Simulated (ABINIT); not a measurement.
# SiC (P6_3mc): G0W0 with ABINIT, start to end, part 3 of 3

How does a plane-wave GW calculation on SiC (P6_3mc) run from the first input to the gap?

ABINIT 10.8.3; PBE and many-body steps on it, plane waves. Known limits of the many-body steps: not at the basis limit; coarse k mesh.

So far. Step 4 (Empty states on the mesh, 3×3×4 mesh, 83 bands): On this mesh the gap is 2.275 eV. Step 5 (Screening, 3×3×4 mesh, 75 bands, screening to 136.1 eV): Local fields lower ε∞ by 9 %. On a Γ-centred mesh this coarse the value itself is usually too large, while a short band sum pulls it down.

**6. Self-energy, 3×3×4 mesh, 75 bands, screening to 136.1 eV**

The self-energy is evaluated for the states that the input lists, and the levels follow from it, in one-shot runs by the linearised quasiparticle equation.

This step: G0W0 on PBE, plane waves, norm-conserving pseudopotentials.

File run.abi:

```
acell 3*1.0 Angstrom
rprim 
  3.073513928196 0.000000000001 0.000000000000
  -1.536756964099 2.661741140703 0.000000000000
  0.000000000000 0.000000000000 5.045247710000
ntypat 2
znucl 14 6
natom 4
typat 1 1 2 2
xred 
  0.333333333333 0.666666666667 0.499602400000
  0.666666666667 0.333333333333 0.999602400000
  0.333333333333 0.666666666667 0.875397600000
  0.666666666667 0.333333333333 0.375397600000
pp_dirpath "pseudos"
pseudos "Si.upf, C.upf"
ecut 37
ngkpt 3 3 4
nshiftk 1
shiftk 0 0 0
kptopt 1
chksymbreak 0
istwfk *1
occopt 1
irdwfk 1
optdriver 4
nband 75
gwcalctyp 0
ecutsigx 37
symsigma 1
nkptgw 3
kptgw 
  0.0000000000 0.0000000000 0.0000000000
  0.3333333333 0.3333333333 0.0000000000
  0.3333333333 0.0000000000 0.0000000000
bdgw 
  7 10
  6 10
  7 10
ecuteps 5
irdscr 1
ppmodel 1
indata_prefix "in"
outdata_prefix "out"
tmpdata_prefix "tmp"
```

Launch:

```console
> OMP_NUM_THREADS=1 mpirun -n 4 abinit run.abi > log
```

Numbers of over 12 decimals in the logs are rounded to 6 here.

What it wrote:

```text
.Version 10.8.3 of ABINIT. v10.8.2 released Aug 2026.

 Symmetries : space group P6_3 m c (#186); Bravais hP (primitive hexag.)
[... echo of the input left out ...]
== DATASET  1 ==================================================================
-   mpi_nproc: 4, omp_nthreads: 1 (-1 if OMP is not activated)

--- !DatasetInfo
iteration_state: {dtset: 1, }
dimensions: {natom: 4, nkpt: 9, mband: 75, nsppol: 1, nspinor: 1, nspden: 1, mpw: 3015, }
cutoff_energies: {ecut:  37.0, pawecutdg:  -1.0, }
electrons: {nelect:   1.60000000E+01, charge:   0.00000000E+00, occopt:   1.00000000E+00, tsmear:   1.00000000E-02, }

 SIGMA: Calculation of the GW corrections

 Based on a program developped by R.W. Godby, V. Olevano, G. Onida, and L. Reining.
 Incorporated in ABINIT by V. Olevano, G.-M. Rignanese, and M. Torrent.
.Using double precision arithmetic ; gwpc =  8

[... cell and pseudopotentials left out ...]
--------------------------------------------------------------------------------

 ==== K-mesh for the wavefunctions ====
 Number of points in the irreducible wedge :     9
[... list of points left out ...]
 Together with 12 symmetry operations and time-reversal symmetry
 yields    36 points in the full Brillouin Zone.

 ==== Q-mesh for screening function ====
 Number of points in the irreducible wedge :     9
[... list of points left out ...]
 Together with 12 symmetry operations and time-reversal symmetry
 yields    36 points in the full Brillouin Zone.

 vcoul_init : cutoff-mode = AUXILIARY_FUNCTION
 q-points for optical limit:   1
     1)      0.000010    0.000020    0.000030
 setmesh: FFT mesh size selected  =    27x   27x   54
          total number of points  =        39366

 Number of electrons calculated from density =   16.0000; Expected =   16.0000
 average of density, n =  0.057443
 r_s =    1.6078
 omega_plasma =   23.1193 [eV]

 === KS Band Gaps ===
  >>>> For spin  1
   Minimum direct gap =   4.2934 [eV], located at k-point      :   0.3333  0.0000  0.0000
   Fundamental gap    =   2.2753 [eV], Top of valence bands at :   0.0000  0.0000  0.0000
                                       Bottom of conduction at :   0.3333  0.3333  0.0000
 SIGMA fundamental parameters:
 PLASMON POLE MODEL  1
 number of plane-waves for SigmaX                 2973
 number of plane-waves for SigmaC and W            135
 number of plane-waves for wavefunctions          2973
 number of bands                                    75
 number of independent spin polarizations            1
 number of spinorial components                      1
 number of k-points in IBZ                           9
 number of q-points in IBZ                           9
 number of symmetry operations                      12
 number of k-points in BZ                           36
 number of q-points in BZ                           36
 number of frequencies for dSigma/dE                 9
 frequency step for dSigma/dE [eV]                0.25
 number of omega for Sigma on real axis              0
 max omega for Sigma on real axis  [eV]           0.00
 zcut for avoiding poles [eV]                     0.10

 EPSILON^-1 parameters (SCR file):
 dimension of the eps^-1 matrix on file            135
 dimension of the eps^-1 matrix used               135
 number of plane-waves for wavefunctions          2973
 number of bands                                    75
 number of q-points in IBZ                           9
 number of frequencies                               2
 number of real frequencies                          1
 number of imag frequencies                          1

 matrix elements of self-energy operator (all in [eV])

 Perturbative Calculation

--- !SelfEnergy_ee
iteration_state: {dtset: 1, }
kpoint     : [   0.000,    0.000,    0.000, ]
spin       : 1
KS_gap     :    4.820
QP_gap     :    5.660
Delta_QP_KS:    0.839
data: !SigmaeeData |
     Band     E0 <VxcDFT>   SigX SigC(E0)      Z dSigC/dE  Sig(E)    E-E0       E
        7   7.012 -15.076 -17.442   2.390   0.801  -0.248 -15.057   0.019   7.031
        8   7.012 -15.076 -17.442   2.390   0.801  -0.248 -15.057   0.019   7.031
        9  11.832 -12.110  -6.569  -4.484   0.813  -0.230 -11.251   0.859  12.691
       10  13.231 -12.774  -7.237  -4.536   0.804  -0.243 -11.969   0.806  14.037

--- !SelfEnergy_ee
iteration_state: {dtset: 1, }
kpoint     : [   0.333,    0.333,    0.000, ]
spin       : 1
KS_gap     :    6.117
QP_gap     :    7.042
Delta_QP_KS:    0.926
data: !SigmaeeData |
     Band     E0 <VxcDFT>   SigX SigC(E0)      Z dSigC/dE  Sig(E)    E-E0       E
        6   2.959 -13.062 -16.499   2.959   0.792  -0.263 -13.441  -0.379   2.580
        7   2.959 -13.062 -16.499   2.959   0.792  -0.263 -13.441  -0.379   2.580
        8   3.170 -13.152 -16.420   2.776   0.794  -0.260 -13.542  -0.391   2.779
        9   9.287  -9.860  -5.527  -3.692   0.834  -0.199  -9.325   0.535   9.822
       10  15.194 -12.292  -6.282  -4.702   0.806  -0.241 -11.238   1.054  16.248

--- !SelfEnergy_ee
iteration_state: {dtset: 1, }
kpoint     : [   0.333,    0.000,    0.000, ]
spin       : 1
KS_gap     :    4.293
QP_gap     :    5.095
Delta_QP_KS:    0.802
data: !SigmaeeData |
     Band     E0 <VxcDFT>   SigX SigC(E0)      Z dSigC/dE  Sig(E)    E-E0       E
        7   5.171 -13.772 -16.211   2.242   0.802  -0.247 -13.930  -0.158   5.013
        8   6.099 -14.667 -17.327   2.512   0.800  -0.250 -14.786  -0.119   5.980
        9  10.392 -10.653  -5.662  -4.164   0.825  -0.212  -9.970   0.683  11.075
       10  11.919 -11.316  -6.145  -4.183   0.818  -0.222 -10.508   0.808  12.727

== END DATASET(S) ==============================================================
================================================================================

 -outvars: echo values of variables after computation  --------
           etotal      0.0000000000E+00
            nband          75
             nkpt           9
          spgroup         186
 [... the other variables as echoed above ...]

 Calculation completed.
```

It took 5.8 s on 4 MPI ranks of Arm Neoverse V1, shared host; peak memory 0.46 GiB.

Numbers from this step:

| Property | Result |
| --- | --- |
| G0W0 gap on the points computed | 2.791 eV |
| starting gap on the mesh | 2.275 eV |
| k of the valence top | 0, 0, 0 |
| k of the conduction bottom | 0.3333, 0.3333, 0 |
| Z at the valence top | 0.801 |
| Z at the conduction bottom | 0.834 |
| least direct G0W0 gap on the computed points | 5.095 eV |

The gap on the mesh goes from 2.28 eV to 2.79 eV, a correction of +0.52 eV.

Limits: finite bands, cutoff and mesh; coarse k mesh. v1 is the top filled band, c1 the lowest empty one. Levels before and after the correction, in eV, zero at the valence-band top of each column:

```tsv
	conduction bottom	valence top
Kohn-Sham	2.28	0.00
G0W0	2.79	0.00
```

```tsv
	level	energy (eV)
Kohn-Sham	Γ v2-v1	0.000
Kohn-Sham	Γ c1	4.820
Kohn-Sham	Γ c2	6.220
Kohn-Sham	(0.333 0.333 0) v3-v2	-4.053
Kohn-Sham	(0.333 0.333 0) v1	-3.842
Kohn-Sham	(0.333 0.333 0) c1	2.275
Kohn-Sham	(0.333 0.333 0) c2	8.182
G0W0	Γ v2-v1	0.000
G0W0	Γ c1	5.660
G0W0	Γ c2	7.006
G0W0	(0.333 0.333 0) v3-v2	-4.451
G0W0	(0.333 0.333 0) v1	-4.252
G0W0	(0.333 0.333 0) c1	2.791
G0W0	(0.333 0.333 0) c2	9.217
```

**7. Where the time went**

Times are wall times on 4 MPI ranks of Arm Neoverse V1, shared host, good to a factor of about two.

```tsv
step	time	share	memory (GiB)
ground state	8 s	9 %	0.28
bands along the symmetry lines	13 s	14 %	0.29
empty states on the mesh	58 s	62 %	2.1
screening	9.1 s	10 %	0.51
self-energy	5.8 s	6 %	0.46
```

**8. What came out**

- PBE gap: 2.28 eV, indirect
- G0W0 gap on the mesh: 2.79 eV
- GW settings: 3×3×4 mesh, 75 bands, screening to 136.1 eV, Godby-Needs plasmon pole
- known limits: not at the basis limit; coarse k mesh

What this shows: G0W0 moves the gap on the mesh from 2.28 eV to 2.79 eV (+0.52 eV), with Z of 0.80 and 0.83 at the edges. Local fields lower the RPA ε∞ on this mesh from 9.85 to 9.01; a Γ-centred mesh this coarse tends to raise both, most where the direct gap is narrow, while a short band sum lowers them. Only 3 of the mesh's irreducible points were corrected, so a valley elsewhere could overtake. The dearest step here is «empty states on the mesh». Against experiment, by G0W0@PBE: the gap of 2.79 eV lies −0.54 eV from the measured 3.33 eV (kind not stated, quoted 2020). The calculation has static nuclei and no excitons; a measured gap holds zero-point and thermal motion, which mostly lowers it. Bands and cutoff are finite, so the gap is not at the basis limit. The miss can reach some tenths of an eV and take either sign; the mesh is an error of its own. In the G0W0 run levels were corrected at 3 k points alone, so a gap called «on the mesh» is the least over those, and an edge elsewhere would be missed. The 3×3×4 mesh is coarse for this cell, which bears on the long-range parts of exchange and screening.

[Paths, hosts, dates, memory and timing lines, banners, echoed tables and standing remarks are left out of the program output.]

[Logs are printed without paths, hosts, clocks, repeated set-up lines and the standing remarks that a program may print on its own settings, such as how far it seeks lower states.]

[Runs of the session that timed out or met a known fault of the program may be left out.]

[Hosts, paths, dates, database ids (printed as entryN), source tags and the programs' standing remarks are cut or masked in the printed files.]

[G0W0 gaps are taken among the corrected bands and points alone; a level outside them can change the order at an edge.]

[Where Ansatz stands beside ABINIT at settings called matched, ABINIT's density can come from a denser mesh and the files from another edition; pairs whose starting gaps differed by over 0.03 eV were left out, so agreement reads better than it is.]
